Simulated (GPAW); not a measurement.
Consider TiO2 (Rutile, P4_2/mnm).

```
Ti O
1.0
     4.59220    0.00000    0.00000
     0.00000    4.59220    0.00000
     0.00000    0.00000    2.95740
Ti O
2 4
Cartesian
  2.2961 2.2961 1.4787
  0.0000 0.0000 0.0000
  3.6965 0.8957 1.4787
  3.1918 3.1918 0.0000
  0.8957 3.6965 1.4787
  1.4004 1.4004 0.0000
```

Absorber: atom 1, with 4 O at 1.95 Å and 2 O at 1.98 Å (octahedral, site symmetry mmm). Method: GPAW, PBE, full core hole (charged cell), 12-atom cell with 5.5 Å between holes, 4×4×4 k points, dipole transitions, Gaussian full width 0.94 eV up to 4 eV, rising linearly to 3.5 eV at 25 eV.

Question: Where do the maxima of the Ti K edge fall?

Main maxima up to 30 eV above the zero (height): 2.5 eV (0.32), 5.5 eV (0.35), 17.9 eV (3.15) and 22.2 eV (2.98). A K edge sees empty p states. The first eV above the zero hold little dipole weight, as the lowest empty bands are of d character; the main edge, of 4p character, rises through 0.6 near 10 eV above the zero. The total-energy difference plus the lowest empty eigenvalue puts the zero at 4984.52 eV. One term is added: -22.82 eV, since the hole is spin-paired here and a spin-polarised one costs that much less in the free atom (computed apart). The photon energy is then 4961.70 eV. The tabulated edge of the element is 4966 eV. The functional and the charged cell's background leave an error of a few eV in such absolute values.

The Ti K spectrum (energy from the lowest empty level; intensity scaled to a mean of 1 over the first 20 eV; polarised curves are means over the symmetry-equivalent atoms):

```
E (eV)  isotropic  ε ⊥ c  ε ∥ c
  -2.0       0.00   0.00   0.00
  -1.0       0.00   0.00   0.00
   0.0       0.02   0.02   0.02
   1.0       0.02   0.03   0.02
   2.0       0.24   0.23   0.26
   3.0       0.25   0.19   0.36
   4.0       0.07   0.07   0.06
   5.0       0.27   0.23   0.37
   6.0       0.25   0.20   0.34
   7.0       0.03   0.02   0.04
   8.0       0.02   0.03   0.02
   9.0       0.11   0.13   0.06
  10.0       0.38   0.47   0.18
  11.0       0.91   1.17   0.39
  12.0       1.17   1.47   0.59
  13.0       1.16   1.33   0.83
  14.0       1.27   1.37   1.05
  15.0       1.52   1.64   1.28
  16.0       2.07   2.20   1.79
  17.0       2.84   3.07   2.39
  18.0       3.15   3.37   2.70
  19.0       2.92   2.94   2.89
  20.0       2.74   2.50   3.22
  21.0       2.83   2.48   3.54
  22.0       2.98   2.71   3.52
  23.0       2.88   2.77   3.11
  24.0       2.60   2.63   2.54
  25.0       2.28   2.40   2.05
  26.0       1.91   2.01   1.71
  27.0       1.51   1.53   1.48
  28.0       1.25   1.18   1.39
  29.0       1.19   1.06   1.44
  30.0       1.25   1.09   1.55
  31.0       1.38   1.25   1.64
  32.0       1.59   1.51   1.77
```

Quadrupole 1s→3d transitions, which feed the pre-edge, are not in the dipole spectrum. The holes are only 5.5 Å apart, so the shape is probably not converged with cell size; no larger cell was run here. The mesh is coarse (0.36 Å⁻¹ between points), so small maxima may be mesh ripples. Lifetime broadening is put in by hand, and intensities beyond about 20 eV depend on it and on the partial waves. The structure is a published determination, not relaxed.

[Banner, clock and machine lines of the logs are left out without a mark of their own.]

[Logs are printed without paths, hosts, clocks, repeated set-up lines and the standing remarks that a program may print on its own settings, such as how far it seeks lower states.]

[Hosts, paths, dates, database ids (printed as entryN), source tags and the programs' standing remarks are cut or masked in the printed files.]

[Lists of maxima count a maximum above −3 eV only where it reaches 4 % of the highest in the window and stands out from its surroundings by 2 % of it (1.5 % where it reaches 55 %); shoulders and weaker maxima are passed over, and of the rest the first, up to two pre-edge ones and the few strongest are named.]
